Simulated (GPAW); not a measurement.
Consider InSe (R3m).

```
In Se
1.0
     2.00000    1.15470    8.44000
    -2.00000    1.15470    8.44000
     0.00000   -2.30940    8.44000
In Se
2 2
Direct
  0.88860 0.88860 0.88860
  0.00000 0.00000 0.00000
  0.17190 0.17190 0.17190
  0.38350 0.38350 0.38350
```

Absorber: atom 4, with 3 In at 2.64 Å (pyramidal, site symmetry 3m). Method: GPAW, LDA, full core hole (charged cell), 12-atom cell with 6.9 Å between holes, 3×3×2 k points, dipole transitions, Gaussian full width 2.33 eV up to 4 eV, rising linearly to 3.5 eV at 25 eV.

The database entry behind the starting cell differs from later determinations by our own check (c about 1.5 % long), so it need not match the best structure at ambient conditions.

**Question.** What does the Se K edge look like?

Main maxima up to 30 eV above the zero (height): 1.8 eV (1.52), 7.8 eV (1.23), 16.2 eV (0.96) and 24.8 eV (1.15). A K edge sees empty p states on the absorber. 

The Se K spectrum (energy from the lowest empty level; intensity scaled to a mean of 1 over the first 20 eV; polarised curves are means over the symmetry-equivalent atoms):

| E (eV) | isotropic | ε ⊥ c | ε ∥ c |
| --- | --- | --- | --- |
| -2.0 | 0.00 | 0.00 | 0.00 |
| -1.5 | 0.02 | 0.01 | 0.02 |
| -1.0 | 0.06 | 0.05 | 0.07 |
| -0.5 | 0.18 | 0.16 | 0.21 |
| 0.0 | 0.42 | 0.39 | 0.47 |
| 0.5 | 0.79 | 0.76 | 0.84 |
| 1.0 | 1.19 | 1.19 | 1.19 |
| 1.5 | 1.46 | 1.51 | 1.36 |
| 2.0 | 1.51 | 1.62 | 1.31 |
| 2.5 | 1.40 | 1.54 | 1.11 |
| 3.0 | 1.27 | 1.45 | 0.91 |
| 3.5 | 1.20 | 1.41 | 0.78 |
| 4.0 | 1.16 | 1.39 | 0.70 |
| 4.5 | 1.08 | 1.30 | 0.64 |
| 5.0 | 0.98 | 1.17 | 0.60 |
| 5.5 | 0.92 | 1.07 | 0.61 |
| 6.0 | 0.95 | 1.08 | 0.69 |
| 6.5 | 1.05 | 1.16 | 0.84 |
| 7.0 | 1.16 | 1.23 | 1.01 |
| 7.5 | 1.22 | 1.25 | 1.16 |
| 8.0 | 1.22 | 1.20 | 1.25 |
| 8.5 | 1.17 | 1.12 | 1.28 |
| 9.0 | 1.11 | 1.03 | 1.25 |
| 9.5 | 1.03 | 0.94 | 1.20 |
| 10.0 | 0.94 | 0.84 | 1.13 |
| 10.5 | 0.84 | 0.75 | 1.04 |
| 11.0 | 0.76 | 0.67 | 0.94 |
| 11.5 | 0.71 | 0.64 | 0.86 |
| 12.0 | 0.70 | 0.65 | 0.79 |
| 12.5 | 0.71 | 0.70 | 0.75 |
| 13.0 | 0.75 | 0.75 | 0.75 |
| 13.5 | 0.80 | 0.80 | 0.78 |
| 14.0 | 0.84 | 0.84 | 0.83 |
| 14.5 | 0.88 | 0.87 | 0.90 |
| 15.0 | 0.92 | 0.89 | 0.98 |
| 15.5 | 0.94 | 0.90 | 1.04 |
| 16.0 | 0.96 | 0.90 | 1.07 |
| 16.5 | 0.96 | 0.91 | 1.07 |
| 17.0 | 0.95 | 0.90 | 1.05 |
| 17.5 | 0.94 | 0.90 | 1.02 |
| 18.0 | 0.93 | 0.90 | 0.99 |
| 18.5 | 0.92 | 0.90 | 0.97 |
| 19.0 | 0.92 | 0.91 | 0.95 |
| 19.5 | 0.92 | 0.92 | 0.92 |
| 20.0 | 0.91 | 0.92 | 0.89 |
| 20.5 | 0.89 | 0.91 | 0.86 |
| 21.0 | 0.89 | 0.91 | 0.84 |
| 21.5 | 0.90 | 0.92 | 0.84 |
| 22.0 | 0.93 | 0.96 | 0.87 |
| 22.5 | 0.98 | 1.01 | 0.91 |
| 23.0 | 1.04 | 1.08 | 0.96 |
| 23.5 | 1.09 | 1.14 | 1.00 |
| 24.0 | 1.13 | 1.18 | 1.03 |
| 24.5 | 1.15 | 1.21 | 1.03 |
| 25.0 | 1.15 | 1.22 | 1.02 |
| 25.5 | 1.14 | 1.21 | 1.00 |
| 26.0 | 1.12 | 1.19 | 0.99 |
| 26.5 | 1.10 | 1.16 | 0.98 |
| 27.0 | 1.07 | 1.12 | 0.97 |
| 27.5 | 1.04 | 1.07 | 0.97 |
| 28.0 | 1.01 | 1.02 | 0.99 |
| 28.5 | 0.99 | 0.98 | 1.01 |
| 29.0 | 0.98 | 0.95 | 1.04 |
| 29.5 | 0.99 | 0.95 | 1.07 |
| 30.0 | 1.02 | 0.97 | 1.12 |
| 30.5 | 1.06 | 1.01 | 1.16 |
| 31.0 | 1.11 | 1.05 | 1.21 |
| 31.5 | 1.15 | 1.10 | 1.25 |
| 32.0 | 1.18 | 1.13 | 1.28 |

The script folds with a Gaussian, whereas the core hole's own line is a Lorentzian, so the onset is too steep and the first peak too high. The crystal has 2 inequivalent Se sites and not all are shown here, while a measurement adds them all. The mesh is coarse (0.37 Å⁻¹ between points), so small maxima may be mesh ripples. Lifetime broadening is put in by hand, and intensities beyond about 20 eV depend on it and on the partial waves. The structure is a published determination, not relaxed.

[Banner, clock and machine lines of the logs are left out without a mark of their own.]

[Logs are printed without paths, hosts, clocks, repeated set-up lines and the standing remarks that a program may print on its own settings, such as how far it seeks lower states.]

[Hosts, paths, dates, database ids (printed as entryN), source tags and the programs' standing remarks are cut or masked in the printed files.]

[Lists of maxima count a maximum above −3 eV only where it reaches 4 % of the highest in the window and stands out from its surroundings by 2 % of it (1.5 % where it reaches 55 %); shoulders and weaker maxima are passed over, and of the rest the first, up to two pre-edge ones and the few strongest are named.]
